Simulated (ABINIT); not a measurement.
# Quasiparticle gap of Ca2Si (Fm-3m) in ABINIT

Aim: the G0W0 gap of Ca2Si (Fm-3m) on LDA, step by step.

Program: ABINIT 10.8.3. Level of theory: LDA and many-body steps on it, plane waves. Values are calculated unless marked as measured.

### 1. Starting point

The structure is cubic, space group Fm-3m (No. 225). The conventional cell has a = 7.170 Å, b = 7.170 Å, c = 7.170 Å, α = 90.00°, β = 90.00°, γ = 90.00°. Nearest to Ca lie 4 Si at 3.10 Å. Si has 8 Ca at 3.10 Å nearest. Farther neighbours, and contacts between anions beyond the nearest, are not listed.

Coordinates:

```cif
data_structure
_symmetry_space_group_name_H-M 'Fm-3m'
_symmetry_Int_Tables_number 225
_cell_length_a 7.1705
_cell_length_b 7.1705
_cell_length_c 7.1705
_cell_angle_alpha 90.000
_cell_angle_beta 90.000
_cell_angle_gamma 90.000
_cell_volume 368.67
loop_
_atom_site_label
_atom_site_type_symbol
_atom_site_symmetry_multiplicity
_atom_site_Wyckoff_symbol
_atom_site_fract_x
_atom_site_fract_y
_atom_site_fract_z
_atom_site_occupancy
Ca1 Ca 8 c 0.25000 0.25000 0.75000 1
Si1 Si 4 a 0.00000 0.00000 0.00000 1
```

The cell and positions are those that the Materials Project relaxed with its own functionals (PBE, PBE+U or r2SCAN), kept fixed.

### 2. Ground state

This step: ABINIT 10.8.3; DFT, LDA, plane waves, norm-conserving pseudopotentials.

The ground-state density comes first.

The input, run.abi:

```
acell 3*1.0 Angstrom
rprim 
  -0.000000000000 3.585232820000 3.585232820000
  3.585232820000 -0.000000000000 3.585232820000
  3.585232820000 3.585232820000 -0.000000000000
ntypat 2
znucl 20 14
natom 3
typat 1 1 2
xred 
  0.750000000000 0.750000000000 0.750000000000
  0.250000000000 0.250000000000 0.250000000000
  0.000000000000 0.000000000000 0.000000000000
pp_dirpath "pseudos"
pseudos "Ca.upf, Si.upf"
ecut 30
ngkpt 6 6 6
nshiftk 1
shiftk 0 0 0
kptopt 1
chksymbreak 0
nband 17
occopt 1
tolvrs 1e-10
nstep 60
prtwf 0
optforces 0
optstress 0
indata_prefix "in"
outdata_prefix "out"
tmpdata_prefix "tmp"
```

Run with:

```console
$ OMP_NUM_THREADS=1 mpirun -n 4 abinit run.abi > log
```

Output:

```text
.Version 10.8.3 of ABINIT. v10.8.2 released Aug 2026.

 Symmetries : space group Fm -3 m (#225); Bravais cF (face-center cubic)
================================================================================
 Values of the parameters that define the memory need of the present run
     intxc =       0    ionmov =       0      iscf =       7    lmnmax =       6
     lnmax =       6     mgfft =      48  mpssoang =       3    mqgrid =    3001
     natom =       3  nloc_mem =       1    nspden =       1   nspinor =       1
    nsppol =       1      nsym =      48    n1xccc =    2501    ntypat =       2
    occopt =       1   xclevel =       1
-    mband =          17        mffmem =           1         mkmem =           4
       mpw =        4897          nfft =      110592          nkpt =          16
================================================================================
  Rough estimation (10% accuracy) of disk space for files :
================================================================================

--------------------------------------------------------------------------------
------------- Echo of variables that govern the present computation ------------
--------------------------------------------------------------------------------
 -outvars: echo values of preprocessed input variables --------
            acell      1.8897261259E+00  1.8897261259E+00  1.8897261259E+00 Bohr

      chksymbreak           0
             ecut      3.00000000E+01 Hartree
-          fftalg         312

              ixc       -1012
              kpt      0.00000000E+00  0.00000000E+00  0.00000000E+00
                       1.66666667E-01  0.00000000E+00  0.00000000E+00
                       3.33333333E-01  0.00000000E+00  0.00000000E+00
                       5.00000000E-01  0.00000000E+00  0.00000000E+00
                       1.66666667E-01  1.66666667E-01  0.00000000E+00
                       3.33333333E-01  1.66666667E-01  0.00000000E+00
                       5.00000000E-01  1.66666667E-01  0.00000000E+00
                      -3.33333333E-01  1.66666667E-01  0.00000000E+00
                      -1.66666667E-01  1.66666667E-01  0.00000000E+00
   [... 5 further rows ...]
                      -3.33333333E-01  3.33333333E-01  1.66666667E-01
                      -3.33333333E-01  5.00000000E-01  1.66666667E-01
         kptrlatt        6    0    0      0    6    0      0    0    6
          kptrlen      5.74886988E+01
P           mkmem           4
            natom           3
            nband          17
            ngfft          48      48      48
             nkpt          16
            nstep          60
             nsym          48
           ntypat           2
              occ      2.000000  2.000000  2.000000  2.000000  2.000000  2.000000
                       2.000000  2.000000  2.000000  2.000000  2.000000  2.000000
                       0.000000  0.000000  0.000000  0.000000  0.000000
        optforces           0
        optstress           0
            prtwf           0
            rprim     -0.0000000000E+00  3.5852328200E+00  3.5852328200E+00
[...]
spgroup         225

           tolvrs      1.00000000E-10

             xred      7.5000000000E-01  7.5000000000E-01  7.5000000000E-01
[...]
znucl       20.00000   14.00000

================================================================================

 chkinp: Checking input parameters for consistency.

================================================================================
== DATASET  1 ==================================================================
-   mpi_nproc: 4, omp_nthreads: 1 (-1 if OMP is not activated)

--- !DatasetInfo
iteration_state: {dtset: 1, }
dimensions: {natom: 3, nkpt: 16, mband: 17, nsppol: 1, nspinor: 1, nspden: 1, mpw: 4897, }
cutoff_energies: {ecut:  30.0, pawecutdg:  -1.0, }
electrons: {nelect:   2.40000000E+01, charge:   0.00000000E+00, occopt:   1.00000000E+00, tsmear:   1.00000000E-02, }

 Real(R)+Recip(G) space primitive vectors, cartesian coordinates (Bohr,Bohr^-1):
 R(1)=  0.0000000  6.7751081  6.7751081  G(1)= -0.0737996  0.0737996  0.0737996
 R(2)=  6.7751081  0.0000000  6.7751081  G(2)=  0.0737996 -0.0737996  0.0737996
 R(3)=  6.7751081  6.7751081  0.0000000  G(3)=  0.0737996  0.0737996 -0.0737996
 Unit cell volume ucvol=  6.2198325E+02 bohr^3
 Angles (23,13,12)=  6.00000000E+01  6.00000000E+01  6.00000000E+01 degrees

 getcut: wavevector=  0.0000  0.0000  0.0000  ngfft=  48  48  48
         ecut(hartree)=     30.000   => boxcut(ratio)=   2.03182

--- Pseudopotential description ------------------------------------------------
- Ca Generated using ONCVPSP code by D. R. Hamann
- 20.00000  10.00000  180309                  znucl, zion, pspdat
12 -1012 2 -1 1724                            pspcod,pspxc,lmax,lloc,mmax
     nproj     2     2     2
  pspatm : epsatm=   12.51424511
         --- l  ekb(1:nproj) -->
[...]
pspatm: atomic psp has been read  and splines computed

- Si Generated using ONCVPSP code by D. R. Hamann
- 14.00000   4.00000  180309                  znucl, zion, pspdat
12 -1012 2 -1 1510                            pspcod,pspxc,lmax,lloc,mmax
     nproj     2     2     2
  pspatm : epsatm=    6.67003958
         --- l  ekb(1:nproj) -->
[...]
pspatm: atomic psp has been read  and splines computed

   7.60764715E+02                                ecore*ucvol(ha*bohr**3)
--------------------------------------------------------------------------------

_setup2: Arith. and geom. avg. npw (full set) are    4883.005    4882.995

================================================================================

--- !BeginCycle
iteration_state: {dtset: 1, }
solver: {iscf: 7, nstep: 60, nline: 4, wfoptalg: 0, }
tolerances: {tolvrs: 1.00E-10, }

     iter   Etot(hartree)      deltaE(h)  residm     vres2
 ETOT  1  -81.560204    -8.156E+01 6.924E-02 3.822E+02
 ETOT  2  -81.655796    -9.559E-02 7.989E-03 5.503E+01
 ETOT  3  -81.661984    -6.188E-03 4.688E-03 2.548E+00
 ETOT  4  -81.662228    -2.434E-04 3.429E-03 4.089E-01
 ETOT  5  -81.662277    -4.904E-05 2.250E-03 8.754E-03
 ETOT  6  -81.662278    -1.148E-06 1.707E-03 1.424E-03
 ETOT  7  -81.662278    -2.374E-07 9.262E-04 7.380E-05
 ETOT  8  -81.662278    -1.579E-08 6.504E-04 4.259E-07
 ETOT  9  -81.662278    -6.771E-10 3.454E-04 9.256E-07
 ETOT 10  -81.662278    -2.295E-10 2.419E-04 7.607E-08
 ETOT 11  -81.662278    -2.346E-11 1.302E-04 1.314E-10
 ETOT 12  -81.662278     2.984E-13 9.362E-05 5.383E-10
 ETOT 13  -81.662278    -5.471E-12 7.937E-05 6.830E-11

 At SCF step   13       vres2   =  6.83E-11 < tolvrs=  1.00E-10 =>converged.

--- !ResultsGS
iteration_state: {dtset: 1, }
comment   : Summary of ground state results
lattice_vectors:
- [ -0.0000000,   6.7751081,   6.7751081, ]
- [  6.7751081,  -0.0000000,   6.7751081, ]
- [  6.7751081,   6.7751081,  -0.0000000, ]
lattice_lengths: [   9.58145,    9.58145,    9.58145, ]
lattice_angles: [ 60.000,  60.000,  60.000, ] # degrees, (23, 13, 12)
lattice_volume:   6.2198325E+02
convergence: {deltae: -5.471E-12, res2:  6.830E-11, residm:  7.937E-05, diffor:  0.000E+00, }
etotal    :  -8.16622780E+01
entropy   :   0.00000000E+00
fermie    :   1.30251927E-01
cartesian_stress_tensor: null
pressure_GPa: null
xred      :
- [  7.5000E-01,   7.5000E-01,   7.5000E-01, Ca]
- [  2.5000E-01,   2.5000E-01,   2.5000E-01, Ca]
- [  0.0000E+00,   0.0000E+00,   0.0000E+00, Si]
cartesian_forces: null
force_length_stats: {min: null, max: null, mean: null, }

 Integrated electronic density in atomic spheres:
 ------------------------------------------------
 Atom  Sphere_radius  Integrated_density
[...]
2        2.00000          7.58369198
    3        2.00000          1.69635821
================================================================================

 ----iterations are completed or convergence reached----

 Mean square residual over all n,k,spin=   21.714E-07; max=  79.366E-06
 reduced coordinates (array xred) for    3 atoms
       0.750000      0.750000      0.750000
       0.250000      0.250000      0.250000
       0.000000      0.000000      0.000000
 rms dE/dt=  0.0000E+00; max dE/dt=  0.0000E+00; dE/dt below (all hartree)
    1       0.000000      0.000000      0.000000
    2       0.000000      0.000000      0.000000
    3       0.000000      0.000000      0.000000

 cartesian coordinates (angstrom) at end:
    1      5.377849     5.377849     5.377849
    2      1.792616     1.792616     1.792616
    3      0.000000     0.000000     0.000000
 length scales=  1.889726  1.889726  1.889726 bohr
              =  1.000000  1.000000  1.000000 angstroms
 prteigrs : about to open file out_EIG
 Fermi (or HOMO) energy (hartree) =   0.13025   Average Vxc (hartree)=  -0.31767
 Eigenvalues (hartree) for nkpt=  16  k points:
 kpt#   1, nband= 17, wtk=  0.00463, kpt=  0.0000  0.0000  0.0000 (reduced coord)
  -1.34981   -1.34813   -0.66273   -0.66273   -0.66273   -0.65752   -0.65752   -0.65752
  -0.11000    0.11578    0.11578    0.11578    0.19062    0.19503    0.19503    0.30524
   0.30524
 prteigrs : prtvol=0 or 1, do not print more k-points.

--- !EnergyTerms
iteration_state     : {dtset: 1, }
comment             : Components of total free energy in Hartree
kinetic             :  2.797654E+01
hartree             :  2.005963E+01
xc                  : -1.603204E+01
Ewald energy        : -4.931975E+01
psp_core            :  1.223127E+00
local_psp           : -7.250878E+01
non_local_psp       :  6.938983E+00
total_energy        : -8.166228E+01
total_energy_eV     : -2.222144E+03
band_energy         : -1.287241E+01

== END DATASET(S) ==============================================================
================================================================================

 -outvars: echo values of variables after computation  --------
           etotal     -8.1662278013E+01
            nband          17
             nkpt          16
          spgroup         225
 [... the other variables as echoed above ...]

 Calculation completed.
```

The job ended after 25 s (4 MPI ranks of Arm Neoverse N1, shared host; peak memory 0.34 GiB; 99 s of CPU time).

Numbers from this step:

```
total energy               : -2222.1438 eV
gap                        : 0.5089 eV
k of the valence top       : 0.5, 0.5, 0
k of the conduction bottom : 0.5, 0.5, 0
least direct gap           : 0.5089 eV
```

The gap is direct, at (0.500, 0.500, 0.000).

### 3. Empty states on the mesh, 2×2×2 mesh, 79 bands

The sums over transitions need many empty states on a uniform mesh; this step solves for them.

Edit run.abi of step 2 so:

```diff
@@ -16,3 +16,3 @@
 ecut 30
-ngkpt 6 6 6
+ngkpt 2 2 2
 nshiftk 1
@@ -21,9 +21,10 @@
 chksymbreak 0
-nband 17
-occopt 1
-tolvrs 1e-10
+iscf -2
+irdden 1
+istwfk *1
+nband 79
+nbdbuf 6
+tolwfr 1e-09
 nstep 60
-prtwf 0
-optforces 0
-optstress 0
+prtvol 0
 indata_prefix "in"
```

Output:

```text
.Version 10.8.3 of ABINIT. v10.8.2 released Aug 2026.

 Symmetries : space group Fm -3 m (#225); Bravais cF (face-center cubic)
[... echo of the input left out ...]
== DATASET  1 ==================================================================
-   mpi_nproc: 4, omp_nthreads: 1 (-1 if OMP is not activated)
-    --> not optimal distribution: autoparal keyword recommended in input file <--

--- !DatasetInfo
iteration_state: {dtset: 1, }
dimensions: {natom: 3, nkpt: 3, mband: 79, nsppol: 1, nspinor: 1, nspden: 1, mpw: 4910, }
cutoff_energies: {ecut:  30.0, pawecutdg:  -1.0, }
electrons: {nelect:   2.40000000E+01, charge:   0.00000000E+00, occopt:   1.00000000E+00, tsmear:   1.00000000E-02, }

 Real(R)+Recip(G) space primitive vectors, cartesian coordinates (Bohr,Bohr^-1):
 R(1)=  0.0000000  6.7751081  6.7751081  G(1)= -0.0737996  0.0737996  0.0737996
 R(2)=  6.7751081  0.0000000  6.7751081  G(2)=  0.0737996 -0.0737996  0.0737996
 R(3)=  6.7751081  6.7751081  0.0000000  G(3)=  0.0737996  0.0737996 -0.0737996
 Unit cell volume ucvol=  6.2198325E+02 bohr^3
 Angles (23,13,12)=  6.00000000E+01  6.00000000E+01  6.00000000E+01 degrees

 getcut: wavevector=  0.0000  0.0000  0.0000  ngfft=  48  48  48
         ecut(hartree)=     30.000   => boxcut(ratio)=   2.03182

--- Pseudopotential description ------------------------------------------------
- Ca Generated using ONCVPSP code by D. R. Hamann
- 20.00000  10.00000  180309                  znucl, zion, pspdat
12 -1012 2 -1 1724                            pspcod,pspxc,lmax,lloc,mmax
     nproj     2     2     2
  pspatm : epsatm=   12.51424511
         --- l  ekb(1:nproj) -->
             0   10.026170    0.975458
             1    2.942990    0.445396
             2   -3.490458   -1.115963
 pspatm: atomic psp has been read  and splines computed

- Si Generated using ONCVPSP code by D. R. Hamann
- 14.00000   4.00000  180309                  znucl, zion, pspdat
12 -1012 2 -1 1510                            pspcod,pspxc,lmax,lloc,mmax
     nproj     2     2     2
  pspatm : epsatm=    6.67003958
         --- l  ekb(1:nproj) -->
[...]
pspatm: atomic psp has been read  and splines computed

--------------------------------------------------------------------------------

================================================================================
 prteigrs : about to open file out_EIG
 Non-SCF case, kpt    1 (  0.00000  0.00000  0.00000), residuals and eigenvalues=
  9.12E-10  2.12E-10  3.30E-10  5.62E-10  7.29E-10  2.37E-10  6.25E-10  8.67E-10
  1.56E-10  2.23E-10  3.37E-10  7.97E-10  3.97E-10  2.99E-10  7.66E-10  1.42E-10
  2.64E-10  7.46E-10  2.07E-10  4.46E-10  5.98E-10  1.43E-10  4.04E-10  7.95E-10
[...]
5.86E-10  8.64E-10  9.33E-10  2.67E-09  1.22E-06  1.46E-05  8.00E-04
 -1.3498E+00 -1.3481E+00 -6.6273E-01 -6.6273E-01 -6.6273E-01 -6.5752E-01
 -6.5752E-01 -6.5752E-01 -1.1000E-01  1.1578E-01  1.1578E-01  1.1578E-01
  1.9062E-01  1.9503E-01  1.9503E-01  3.0524E-01  3.0524E-01  3.0524E-01
[...]
1.2334E+00  1.2988E+00  1.2988E+00  1.2988E+00  1.3571E+00  1.3571E+00
  1.3833E+00  1.3833E+00  1.3833E+00  1.4655E+00  1.5571E+00  1.5571E+00
  1.6273E+00
 prteigrs : prtvol=0 or 1, do not print more k-points.

--- !ResultsGS
iteration_state: {dtset: 1, }
comment   : Summary of ground state results
lattice_vectors:
- [ -0.0000000,   6.7751081,   6.7751081, ]
- [  6.7751081,  -0.0000000,   6.7751081, ]
- [  6.7751081,   6.7751081,  -0.0000000, ]
lattice_lengths: [   9.58145,    9.58145,    9.58145, ]
lattice_angles: [ 60.000,  60.000,  60.000, ] # degrees, (23, 13, 12)
lattice_volume:   6.2198325E+02
convergence: {deltae:  0.000E+00, res2:  0.000E+00, residm:  9.933E-10, diffor:  0.000E+00, }
etotal    :  -8.16622780E+01
entropy   :   0.00000000E+00
fermie    :   1.30251927E-01
cartesian_stress_tensor: null
pressure_GPa: null
xred      :
- [  7.5000E-01,   7.5000E-01,   7.5000E-01, Ca]
- [  2.5000E-01,   2.5000E-01,   2.5000E-01, Ca]
- [  0.0000E+00,   0.0000E+00,   0.0000E+00, Si]
cartesian_forces: null
force_length_stats: {min: null, max: null, mean: null, }

 Integrated electronic density in atomic spheres:
 ------------------------------------------------
 Atom  Sphere_radius  Integrated_density
[...]
================================================================================

 ----iterations are completed or convergence reached----

 Mean square residual over all n,k,spin=   48.016E-11; max=  99.330E-11
 reduced coordinates (array xred) for    3 atoms
[...]
0.250000      0.250000      0.250000
       0.000000      0.000000      0.000000

 cartesian coordinates (angstrom) at end:
    1      5.377849     5.377849     5.377849
    2      1.792616     1.792616     1.792616
    3      0.000000     0.000000     0.000000
 length scales=  1.889726  1.889726  1.889726 bohr
              =  1.000000  1.000000  1.000000 angstroms
 prteigrs : about to open file out_EIG
 Eigenvalues (hartree) for nkpt=   3  k points:
 kpt#   1, nband= 79, wtk=  0.12500, kpt=  0.0000  0.0000  0.0000 (reduced coord)
[...]
1.08840    1.09514    1.09514    1.09514    1.13280    1.20363    1.20363    1.20363
   1.23336    1.23336    1.23336    1.29885    1.29885    1.29885    1.35709    1.35709
   1.38327    1.38327    1.38327    1.46554    1.55713    1.55714    1.62735
 prteigrs : prtvol=0 or 1, do not print more k-points.

== END DATASET(S) ==============================================================
================================================================================

 -outvars: echo values of variables after computation  --------
            nband          79
             nkpt           3
          spgroup         225
 [... the other variables as echoed above ...]

 Calculation completed.
```

Elapsed: 18 s, on 4 MPI ranks; peak memory 0.29 GiB; 72 s of CPU time.

Numbers from this step:

```yaml
gap: 0.5089 eV
k_of_the_valence_top: 0.5, 0.5, 0
k_of_the_conduction_bottom: 0.5, 0.5, 0
least_direct_gap: 0.5089 eV
k_points_computed: 3
lowest_point_of_the_top_converged_band_above_the_valence_top: 34.10 eV
```

On this mesh the gap is 0.509 eV.

(Continued in part 2 of 2.)

[Long decimals in the printed logs are rounded to 6 places.]

[Logs are printed without paths, hosts, clocks, repeated set-up lines and the standing remarks that a program may print on its own settings, such as how far it seeks lower states.]

[Paths, hosts, dates, memory and timing lines, banners, echoed tables and standing remarks are left out of the program output; an Ansatz launch command may be rebuilt from the run's recorded settings. Measured values are a selection of at most five: reports struck by readers or far from the other reports are left out. None is set beside runs whose start may be inverted or whose files or cutoffs have a known fault.]

[Runs of the session that timed out or met a known fault of the program may be left out.]

[Hosts, paths, dates, database ids (printed as entryN), source tags and the programs' standing remarks are cut or masked in the printed files.]

[G0W0 gaps are taken among the corrected bands and points alone; a level outside them can change the order at an edge.]

[Where Ansatz stands beside ABINIT at settings called matched, ABINIT's density can come from a denser mesh and the files from another edition; pairs whose starting gaps differed by over 0.03 eV were left out, so agreement reads better than it is.]
